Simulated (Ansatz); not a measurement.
# What TaInS3 (model cell, started as cubic perovskite with Ta in the octahedra) distorts into, part 2 of 3

Aim: this structure of TaInS3 (model cell, started as cubic perovskite with Ta in the octahedra) is to be tested for unstable modes, and one is followed downhill.

Ansatz 0.2.0; DFT PBE, scalar-relativistic, plane waves, PAW; PAW set soft_1.

So far, highest frequency on the path or at a solved wavevector (cm⁻¹): step 2 (the dispersion) 477. Also lowest frequency on the path (cm⁻¹): step 2 -101.

The structure was built from a prototype and need not be the compound's stable phase.

## (5) Energy along the mode, all amplitudes (two of the runs are shown above)

An imaginary frequency means negative curvature, so the energy should fall and then rise again as anharmonic terms take over.

This step gave:

| Item | Value |
| --- | --- |
| depth at the lowest point sampled | 48.29 meV/atom |
| largest atomic shift at that point | 0.6 Å |

The energy from the parent by largest atomic shift:

| largest atomic shift (Å) | energy from the parent (meV/atom) |
| --- | --- |
| 0.000 | 0 |
| 0.040 | -0.528 |
| 0.080 | -2.11 |
| 0.140 | -6.45 |
| 0.220 | -15.4 |
| 0.320 | -29.0 |
| 0.450 | -44.2 |
| 0.600 | -48.3 |

Displacement at unit largest shift by atom:

| atom | x (Å) | y (Å) | z (Å) | size |
| --- | --- | --- | --- | --- |
| In1 | 0.000 | 0.000 | 0.000 | 0.000 |
| In2 | 0.000 | 0.000 | 0.000 | 0.000 |
| Ta3 | 0.000 | 0.000 | 0.000 | 0.000 |
| Ta4 | 0.000 | 0.000 | 0.000 | 0.000 |
| S5 | 0.707 | 0.707 | 0.000 | 1.000 |
| S6 | -0.707 | -0.707 | 0.000 | 1.000 |
| S7 | 0.707 | 0.000 | 0.707 | 1.000 |
| S8 | -0.707 | 0.000 | -0.707 | 1.000 |
| S9 | 0.000 | 0.707 | -0.707 | 1.000 |
| S10 | 0.000 | -0.707 | 0.707 | 1.000 |

The lowest of the steps tried is the last one, at 0.6 Å, 48.3 meV/atom below the parent; the bottom of the well need not coincide with a step.

## (6) Relaxation from the frozen mode

Starting from the lowest point found, all atoms and the cell are let go, so that strain and other modes of the same symmetry can join in.

Contents of input.yaml:

```yaml
crystal:
  lattice:
    - [4.8575955774, 4.8575955774, 0.0]
    - [4.8575955774, 0.0, 4.8575955774]
    - [4.8575955774, 0.0, -4.8575955774]
  atoms:
    - { symbol: In, position: [0.0, 0.0, 1.0] }
    - { symbol: In, position: [0.0, 0.5, 0.5] }
    - { symbol: Ta, position: [0.5, 0.25, 0.75] }
    - { symbol: Ta, position: [0.5, 0.75, 0.25] }
    - { symbol: S, position: [0.587340344, 0.0, 1.0] }
    - { symbol: S, position: [0.412659656, 0.5, 0.5] }
    - { symbol: S, position: [0.0, 0.087340344, 0.5] }
    - { symbol: S, position: [0.0, 0.412659656, 0.0] }
    - { symbol: S, position: [0.587340344, -0.087340344, 0.5] }
    - { symbol: S, position: [0.412659656, 0.587340344, 0.0] }
kpoints:
  mp_grid: { grid: [8, 8, 8] }
hamiltonian:
  xc: pbe
  pseudopotentials: { kind: paw, azcp: { folder: soft_1 } }
scf:
  occupations: { method: methfessel_paxton, width: 0.2 }
output:
  forces: true
  stress: true
  eigenvalues: true
relax:
  adjacent_minimum: "off"
  f_tol: 0.002
  max_steps: 120
  cell: { stress_tol: 0.03 }
```

The run is started by

```bash
ansatz run input.yaml --threads 4 --pin off --max-ram 16384MiB --backend cpu --events-out ev --progress --plain --runs-dir out
```

Numbers of over 12 decimals in the logs are rounded to 6 here.

The log of the run:

```text
[...]
Crystal: 10 atoms, lattice volume = 229.242 Å³
Basis set: ecut = 420 eV, 4477 PW (Γ), exchange–correlation on 96×96×96 points (8 copies of the dense FFT grid, shifted against one another)
Bands: 54, of which v1, the nominal top of the filled ones, is band 44 counted from 1 (43 counted from 0)
Symmetry: 12 space group operations
[...]
k-points: 65 of 512
[...]
SCF iter   1: F=—  HF=-36481.265658 eV  |F-HF|=—  |Δ(HF+E_count)|=         —  Δρ=2.61e-2  dr2=1.67e0  ethr=3.10e-3  ⟨swp⟩=6.3  Hψ=13860  notcnv=0
[...]
SCF iter   9: F=-36480.939756 eV  HF=-36480.939756 eV  |F-HF|=2.68e-9  |Δ(HF+E_count)|=   5.08e-8  S|Δr|=    0.00e0  Δρ=1.63e-6  dr2=9.26e-9  ethr=1.14e-10  ⟨swp⟩=11.8  Hψ=15186  notcnv=0
SCF 1 converged in 9 iterations: F = -36480.939756 eV  dr2 = 9.26e-9
[...]
relax step   1: F+E_penalty+E_count = -36480.93975648 eV  Δ(F+E_penalty+E_count) = +0.000e0 eV  max|allowed force component| = 5.508e-2 eV/Å  Δτ_max = 0.0000 Å  P = -5.008 GPa  Ω = 229.242 Å³  (9 SCF iters, dr2 threshold 1.00e-7 eV, accepted)
Crystal: 10 atoms, lattice volume = 209.746 Å³
Basis set: ecut = 420 eV, 4103 PW (Γ), exchange–correlation on 96×96×96 points (8 copies of the dense FFT grid, shifted against one another)
[...]
SCF iter   7: F=-36481.195945 eV  HF=-36481.195945 eV  |F-HF|=9.31e-10  |Δ(HF+E_count)|=   5.76e-7  S|Δr|=    0.00e0  Δρ=5.34e-6  dr2=8.13e-8  ethr=1.14e-9  ⟨swp⟩=8.3  Hψ=14939  notcnv=0
SCF 2 converged in 7 iterations: F = -36481.195945 eV  dr2 = 8.13e-8
relax step   2: F+E_penalty+E_count = -36481.19594480 eV  Δ(F+E_penalty+E_count) = -2.562e-1 eV  max|allowed force component| = 1.604e-1 eV/Å  Δτ_max = 0.0039 Å  P = +1.844 GPa  Ω = 209.746 Å³  energy of the carried Pulay correction = +2.611e-3 eV  (7 SCF iters, dr2 threshold 1.00e-6 eV, accepted)
Crystal: 10 atoms, lattice volume = 212.536 Å³
Basis set: ecut = 420 eV, 4127 PW (Γ), exchange–correlation on 96×96×96 points (8 copies of the dense FFT grid, shifted against one another)
[...]
SCF iter   5: F=-36481.251264 eV  HF=-36481.251264 eV  |F-HF|=4.86e-7  |Δ(HF+E_count)|=   2.72e-6  S|Δr|=    0.00e0  Δρ=1.96e-5  dr2=9.13e-7  ethr=1.14e-9  ⟨swp⟩=8.7  Hψ=17108  notcnv=0
SCF 3 converged in 5 iterations: F = -36481.251264 eV  dr2 = 9.13e-7
relax step   3: F+E_penalty+E_count = -36481.25126425 eV  Δ(F+E_penalty+E_count) = -5.532e-2 eV  max|allowed force component| = 6.270e-2 eV/Å  Δτ_max = 0.0420 Å  P = -0.258 GPa  Ω = 212.536 Å³  energy of the carried Pulay correction = +2.223e-3 eV  (5 SCF iters, dr2 threshold 1.00e-6 eV, accepted)
[...]
relax step   4: F+E_penalty+E_count = -36481.26724915 eV  Δ(F+E_penalty+E_count) = -1.598e-2 eV  max|allowed force component| = 1.737e-3 eV/Å  Δτ_max = 0.0480 Å  P = -0.238 GPa  Ω = 210.543 Å³  energy of the carried Pulay correction = +2.499e-3 eV  (6 SCF iters, dr2 threshold 2.67e-7 eV, accepted)
[...]
relax step   5: F+E_penalty+E_count = -36481.26788078 eV  Δ(F+E_penalty+E_count) = -6.316e-4 eV  max|allowed force component| = 1.044e-3 eV/Å  Δτ_max = 0.0049 Å  P = -0.004 GPa  Ω = 209.742 Å³  energy of the carried Pulay correction = +2.611e-3 eV  (5 SCF iters, dr2 threshold 1.49e-7 eV, accepted)
Basis set: ecut = 420 eV, 4085 PW (Γ), exchange–correlation on 96×96×90 points (8 copies of the dense FFT grid, shifted against one another)
[...]
SCF iter   6: F=-36481.265520 eV  HF=-36481.265520 eV  |F-HF|=7.28e-12  |Δ(HF+E_count)|=  8.00e-11  S|Δr|=    0.00e0  Δρ=7.53e-8  dr2=1.77e-11  ethr=1.00e-12  ⟨swp⟩=4.6  Hψ=16406  notcnv=0
SCF 6 converged in 6 iterations: F = -36481.265520 eV  dr2 = 1.77e-11
relax step   6: F+E_penalty+E_count = -36481.26551960 eV  Δ(F+E_penalty+E_count) = +2.361e-3 eV  max|allowed force component| = 9.879e-4 eV/Å  Δτ_max = 0.0000 Å  P = -0.007 GPa  Ω = 209.742 Å³  stress off target by 1.73e-2 GPa  SCF on the basis re-selected at this cell (its energy is not comparable with the rows above)  (6 SCF iters)
basis re-selected at this cell: Δ(F+E_penalty+E_count) = +2.361e-3 eV, ΔP = -0.002 GPa vs the last step (what re-selecting the basis moved, of the pressure what is left beyond the Pulay correction that the steps carried, after the strain that the cell walked since its last selection, with what the two solves' SCF thresholds leave and, on support functions, any second-order correction that the steps lacked; it is no measure of the basis error at this ecutwfc). The dense FFT grid was sized anew with the basis: this SCF ran on 48×48×45 points, the steps before it on 48×48×48, so part of this shift can come from that change (see relax.cell in the input reference). [rest of the remark cut]
SCF converged after 6 iterations
[...]
Free energy (F): -36481.265520 eV
[...]
Internal energy: -36481.267644 eV  (E = F + TS)
E sigma→0 (E₀):  -36481.266051 eV
Entropy (-TS):   0.002124 eV (0.212 meV/atom)
Fermi energy:    9.538541 eV
[...]
--- Forces (eV/Å), atoms counted from 1 ---
  atom   1  In    -0.00000000    -0.00000000     0.00000000
  atom   2  In    -0.00000000     0.00000000     0.00000000
  atom   3  Ta     0.00000000     0.00000000    -0.00000000
  atom   4  Ta     0.00000000     0.00000000    -0.00000000
  atom   5  S     -0.00098786    -0.00098786    -0.00000000
  atom   6  S      0.00098786     0.00098786     0.00000000
  atom   7  S     -0.00098786     0.00000000    -0.00098786
  atom   8  S      0.00098786    -0.00000000     0.00098786
  atom   9  S      0.00000000    -0.00098786     0.00098786
  atom  10  S     -0.00000000     0.00098786    -0.00098786
  max |Σ_I F_I| component: 6.94e-18 eV/Å
--- Stress (GPa, compression-positive) ---
       -0.006571      -0.010743      -0.010743
       -0.010743      -0.006571       0.010743
       -0.010743       0.010743      -0.006571
  P = ⅓ Tr σ = -0.0066 GPa (-0.066 kbar)
--- Band table (eV; the first three rows and the last of 65) ---
  k-point 0: bands = [... 40 lower, 7.8202, 8.5414, 8.5551, 9.1030, 9.1030, 9.4303, 10.0626, 10.5476, ... 6 higher]
  k-point 1: bands = [... 40 lower, 7.9333, 8.0692, 8.6038, 9.3888, 9.3888, 9.4830, 10.4215, 10.6223, ... 6 higher]
  k-point 2: bands = [... 40 lower, 7.9152, 7.9152, 8.6756, 9.5976, 9.8671, 9.8671, 10.7588, 10.7588, ... 6 higher]
  k-point 64: bands = [... 40 lower, 7.5044, 7.7996, 8.6296, 8.9067, 9.5433, 10.6571, 10.7896, 11.0334, ... 6 higher]
--- Relaxed structure (5 steps of the walk, 5 accepted, 1 SCFs on fresh bases) ---
  F+E_penalty+E_count = -36481.26551960 eV   max|allowed force component| = 9.879e-4 eV/Å   (the final SCF, on the basis selected at the relaxed cell)
  cell:  # Å, volume = 209.7416 Å³
    - [4.795612, 4.795612, 0.0]
    - [4.795612, 0.0, 4.795612]
    - [4.638549, 0.157063, -4.638549]
  atoms:
    - { symbol: In, position: [0.0, 5.551115123125783e-17, 1.0] }
    - { symbol: In, position: [-7.589415207398531e-19, 0.500000, 0.5] }
    - { symbol: Ta, position: [0.5, 0.250000, 0.75] }
    - { symbol: Ta, position: [0.500000, 0.75, 0.250000] }
    - { symbol: S, position: [0.601730, 0.0, 1.0] }
    - { symbol: S, position: [0.398270, 0.500000, 0.5] }
    - { symbol: S, position: [-5.204170427930421e-18, 0.101730, 0.500000] }
    - { symbol: S, position: [0.0, 0.398270, 0.0] }
    - { symbol: S, position: [0.601730, -0.101730, 0.500000] }
    - { symbol: S, position: [0.398270, 0.601730, 5.551115123125783e-17] }
```

It took 72 s on 4 threads of Arm Neoverse V1, shared host; peak memory 1 GiB.

Relaxation path:

| step | energy less that of the first step (eV) | largest force component (eV/Å) | pressure (GPa) | volume (Å³) |
| --- | --- | --- | --- | --- |
| 1 | 0.0000 | 0.0551 | -5.01 | 229.24 |
| 2 | -0.2562 | 0.1604 | 1.84 | 209.75 |
| 3 | -0.3115 | 0.0627 | -0.26 | 212.54 |
| 4 | -0.3275 | 0.0017 | -0.24 | 210.54 |
| 5 | -0.3281 | 0.0010 | 0.00 | 209.74 |
| 6* | -0.3258 | 0.0010 | -0.01 | 209.74 |

Relaxation steps marked * repeat the geometry before them on a plane-wave basis chosen anew for their cell, so energy and pressure can jump there.

The run keeps the 12 symmetry operations that it works with, so distortions that break them were not tested.

| conventional cell, symmetrised | before | after | change |
| --- | --- | --- | --- |
| a (Å) | 6.870 | 6.782 | -1.3 % |
| b (Å) | 6.870 | 6.782 | -1.3 % |
| c (Å) | 16.827 | 15.796 | -6.1 % |
| volume (Å³/atom) | 22.92 | 20.97 | -8.5 % |

The atoms that moved most (Å, as changes of fractional coordinates times the final cell):

| atom | dx | dy | dz | length |
| --- | --- | --- | --- | --- |
| S5 | 0.069 | 0.069 | 0.000 | 0.098 |
| S9 | 0.000 | 0.069 | -0.069 | 0.098 |
| S8 | -0.069 | 0.000 | -0.069 | 0.098 |
| S7 | 0.069 | 0.000 | 0.069 | 0.098 |
| S10 | 0.000 | -0.069 | 0.069 | 0.098 |
| S6 | -0.069 | -0.069 | 0.000 | 0.098 |

The relaxed structure:

```cif
data_structure
_symmetry_space_group_name_H-M 'P 1'
_symmetry_Int_Tables_number 1
_cell_length_a 6.7820
_cell_length_b 6.7820
_cell_length_c 6.5618
_cell_angle_alpha 90.000
_cell_angle_beta 58.883
_cell_angle_gamma 60.000
_cell_volume 209.74
loop_
_atom_site_label
_atom_site_type_symbol
_atom_site_fract_x
_atom_site_fract_y
_atom_site_fract_z
_atom_site_occupancy
In1 In 0.00000 0.00000 0.00000 1
In2 In 0.00000 0.50000 0.50000 1
Ta3 Ta 0.50000 0.25000 0.75000 1
Ta4 Ta 0.50000 0.75000 0.25000 1
S5 S 0.60173 0.00000 0.00000 1
S6 S 0.39827 0.50000 0.50000 1
S7 S 0.00000 0.10173 0.50000 1
S8 S 0.00000 0.39827 0.00000 1
S9 S 0.60173 0.89827 0.50000 1
S10 S 0.39827 0.60173 0.00000 1
```

Numbers from this step:

```yaml
pressure: -0.006571 GPa
volume_per_atom: 20.97 Å³
```

The distorted start has space group R-3c; the relaxation ends in R-3c.

## (7) The new phase in its own primitive cell

The relaxed structure is symmetrised, reduced to its primitive cell and relaxed tightly, as its phonons need.

Contents of input.yaml:

```yaml
crystal:
  lattice:
    - [3.3910094425, 1.9578002145, 5.2654545612]
    - [-3.3910094425, 1.9578002145, 5.2654545612]
    - [0.0, -3.9156004289, 5.2654545612]
  atoms:
    - { symbol: In, position: [0.75, 0.75, 0.75] }
    - { symbol: In, position: [0.25, 0.25, 0.25] }
    - { symbol: Ta, position: [0.5, 0.5, 0.5] }
    - { symbol: Ta, position: [0.0, 0.0, 0.0] }
    - { symbol: S, position: [0.3517300152, 0.75, 0.1482699848] }
    - { symbol: S, position: [0.6482699848, 0.25, 0.8517300152] }
    - { symbol: S, position: [0.8517300152, 0.6482699848, 0.25] }
    - { symbol: S, position: [0.1482699848, 0.3517300152, 0.75] }
    - { symbol: S, position: [0.25, 0.8517300152, 0.6482699848] }
    - { symbol: S, position: [0.75, 0.1482699848, 0.3517300152] }
kpoints:
  mp_grid: { grid: [9, 9, 9] }
hamiltonian:
  xc: pbe
  pseudopotentials: { kind: paw, azcp: { folder: soft_1 } }
scf:
  occupations: { method: methfessel_paxton, width: 0.2 }
output:
  forces: true
  stress: true
  eigenvalues: true
relax:
  adjacent_minimum: "off"
  f_tol: 0.001
  max_steps: 60
  cell: { stress_tol: 0.01 }
```

The log of the run:

```text
[...]
Crystal: 10 atoms, lattice volume = 209.742 Å³
Basis set: ecut = 420 eV, 4085 PW (Γ), exchange–correlation on 90×90×90 points (8 copies of the dense FFT grid, shifted against one another)
Bands: 54, of which v1, the nominal top of the filled ones, is band 44 counted from 1 (43 counted from 0)
Symmetry: 12 space group operations
[...]
k-points: 85 of 729
[...]
- { symbol: In, position: [0.25, 0.25, 0.25] }
    - { symbol: Ta, position: [0.5, 0.5, 0.5] }
    - { symbol: Ta, position: [0, 0, 0] }
    - { symbol: S, position: [0.351542, 0.75, 0.148458] }
    - { symbol: S, position: [0.648458, 0.250000, 0.851542] }
    - { symbol: S, position: [0.851542, 0.648458, 0.250000] }
    - { symbol: S, position: [0.148458, 0.351542, 0.75] }
    - { symbol: S, position: [0.250000, 0.851542, 0.648458] }
    - { symbol: S, position: [0.75, 0.148458, 0.351542] }
[key lines of the parts left out:]
SCF converged after 8 iterations
Free energy (F): -36481.267494 eV
Fermi energy:    9.537245 eV
P = ⅓ Tr σ = 0.0009 GPa (0.009 kbar)
```

Run time: 58 s. Hardware: 4 threads; peak memory 1.1 GiB; 3.8 min of CPU time.

Little changed from the start: no atom moved by 0.005 Å and no cell edge by 0.1 %.

Numbers from this step:

* pressure: 8.70e-4 GPa
* volume per atom: 20.98 Å³

The largest force component left is 0.57 meV/Å and the pressure is 0.001 GPa, within the tolerances set. The cell now holds 20.98 Å³/atom.

(Part 2 of 3 ends here.)

[Logs are printed without paths, hosts, clocks, repeated set-up lines and the standing remarks that a program may print on its own settings, such as how far it seeks lower states.]

[Hosts, paths, dates, database ids (printed as entryN), source tags and the programs' standing remarks are cut or masked in the printed files.]
